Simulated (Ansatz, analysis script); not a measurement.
## MnSi: how near to magnetism: the collinear state

Ansatz 0.2.0; Ansatz DFT, two collinear spin channels, from typed moments; PBEsol, PAW set soft_1; PAW set soft_1.

First a free collinear run, to see which state the typed moments lead to.

The database entry behind the starting cell differs from later determinations by our own check (0.1 to 0.3 % short, probably kX units), so it need not match the best structure at ambient conditions.

Input file input.yaml:

```yaml
crystal:
  lattice:
    - [4.548, 0.0, 0.0]
    - [0.0, 4.548, 0.0]
    - [0.0, 0.0, 4.548]
  atoms:
    - { symbol: Mn, position: [0.138, 0.138, 0.138], spin: 3.5 }
    - { symbol: Mn, position: [0.362, 0.862, 0.638], spin: 3.5 }
    - { symbol: Mn, position: [0.638, 0.362, 0.862], spin: 3.5 }
    - { symbol: Mn, position: [0.862, 0.638, 0.362], spin: 3.5 }
    - { symbol: Si, position: [0.846, 0.846, 0.846] }
    - { symbol: Si, position: [0.654, 0.154, 0.346] }
    - { symbol: Si, position: [0.346, 0.654, 0.154] }
    - { symbol: Si, position: [0.154, 0.346, 0.654] }
magnetization:
  spin_polarized: true
kpoints:
  mp_grid: { grid: [8, 8, 8] }
hamiltonian:
  xc: pbesol
  pseudopotentials: { kind: paw, azcp: { folder: soft_1 }, xc_functional: pbe }
scf:
  occupations: { method: fermi_dirac, width: 0.05 }
  max_iter: 120
  convergence: { dr2_threshold: 1.0e-08 }
  lower_state_search: "off"
output:
  write_density: true
  write_potential: true
  elf: true
  volumetric_format: npy
```

The run is started by

```bash
$ ansatz run input.yaml --threads 1 --pin off --max-ram 2560MiB --backend cpu --events-out ev --progress --plain --runs-dir out
```

**Question.** What does this run give for the spin moment in the atom's sphere?

The site moments add up to 3.78 μB, near the cell's 3.90 μB; the rest lies between the atoms. Symmetry leaves 2 kinds of site among the 8 atoms, and equivalent atoms carry values of equal size.

Valence density in the ac plane at fractional y = 0.138, with atoms of Mn and Si within 0.2 Å of it. It is the smooth field of the valence electrons, not physical close to the nuclei.

ELF in the ac plane at fractional y = 0.138, with atoms of Mn and Si within 0.2 Å of it.

Spin moment in the atom's sphere by atom:

| atom | spin moment in the atom's sphere (μB) |
| --- | --- |
| Mn1 | 0.985 |
| Mn2 | 0.985 |
| Mn3 | 0.985 |
| Mn4 | 0.985 |
| Si5 | -0.039 |
| Si6 | -0.039 |
| Si7 | -0.039 |
| Si8 | -0.039 |

Tables count atoms from 1; parts of the log count from 0.

Spin density in the ac plane at fractional y = 0.138, with atoms of Mn and Si within 0.2 Å of it.

Ten even steps from '_' (0.0 e/Å³) to '@' (1.8 e/Å³), each cell a mean:
```
____________________________
____________________________
____________________________
____________________________
____________________________
____________________________
____________________________
____________________________
____________________________
__....______________________
..----..____________________
::##@@==..__________________
..++##--..__________________
__..::..____________________
```
Columns run along a (4.5 Å), rows up along c (4.5 Å). Atoms in or near the plane, at fractional coordinates: Mn at (0.14, 0.14), Si at (0.65, 0.35).

Ten steps, logarithmic in the rise over the least value, from '_' (0 e/Å³) to '@' (24 e/Å³), each cell a mean:
```
..::::....______............
........________............
..........______........____
__..........____......______
__..................________
__....................______
____..................______
____..............____..____
................______......
::====--........______......
++##%%**--................::
**@@@@%%==................::
**%%@@##==..____..........::
--****++::________....__....
```
Columns run along a (4.5 Å), rows up along c (4.5 Å). Atoms in or near the plane, at fractional coordinates: Mn at (0.14, 0.14), Si at (0.65, 0.35).

Values, 14 rows by 14 columns, each cell a mean:
```
0.21 0.19 0.20 0.20 0.22 0.29 0.28 0.22 0.19 0.20 0.26 0.41 0.48 0.38
0.39 0.34 0.34 0.37 0.39 0.36 0.28 0.20 0.18 0.20 0.26 0.40 0.50 0.49
0.51 0.54 0.57 0.56 0.50 0.41 0.32 0.25 0.20 0.22 0.28 0.38 0.45 0.49
0.48 0.57 0.63 0.62 0.52 0.40 0.36 0.34 0.29 0.29 0.31 0.33 0.34 0.38
0.40 0.54 0.64 0.63 0.51 0.37 0.36 0.42 0.45 0.43 0.38 0.30 0.25 0.27
0.36 0.54 0.67 0.65 0.50 0.37 0.40 0.53 0.63 0.61 0.50 0.33 0.23 0.22
0.37 0.54 0.65 0.63 0.51 0.43 0.53 0.64 0.65 0.57 0.50 0.41 0.31 0.27
0.35 0.42 0.50 0.52 0.49 0.51 0.62 0.61 0.45 0.36 0.33 0.43 0.46 0.37
0.25 0.21 0.22 0.26 0.35 0.52 0.65 0.53 0.35 0.41 0.32 0.49 0.59 0.44
0.23 0.28 0.30 0.22 0.21 0.43 0.66 0.56 0.35 0.37 0.37 0.59 0.62 0.37
0.35 0.54 0.58 0.41 0.22 0.30 0.62 0.66 0.48 0.40 0.49 0.65 0.52 0.27
0.46 0.71 0.77 0.58 0.30 0.23 0.52 0.66 0.65 0.61 0.63 0.60 0.37 0.21
0.40 0.64 0.71 0.54 0.28 0.20 0.41 0.52 0.53 0.52 0.52 0.48 0.32 0.19
0.24 0.39 0.46 0.35 0.20 0.21 0.33 0.34 0.31 0.31 0.35 0.43 0.38 0.22
```
Columns run along a (4.5 Å), rows up along c (4.5 Å). Atoms in or near the plane, at fractional coordinates: Mn at (0.14, 0.14), Si at (0.65, 0.35).

[Logs and program files are shortened in this print: banners, set-up blocks, solver, clock and traceback lines can be left out without a mark of their own.]

[Logs are printed without paths, hosts, clocks, repeated set-up lines and the standing remarks that a program may print on its own settings, such as how far it seeks lower states.]

[Hosts, paths, dates, database ids (printed as entryN), source tags and the programs' standing remarks are cut or masked in the printed files.]
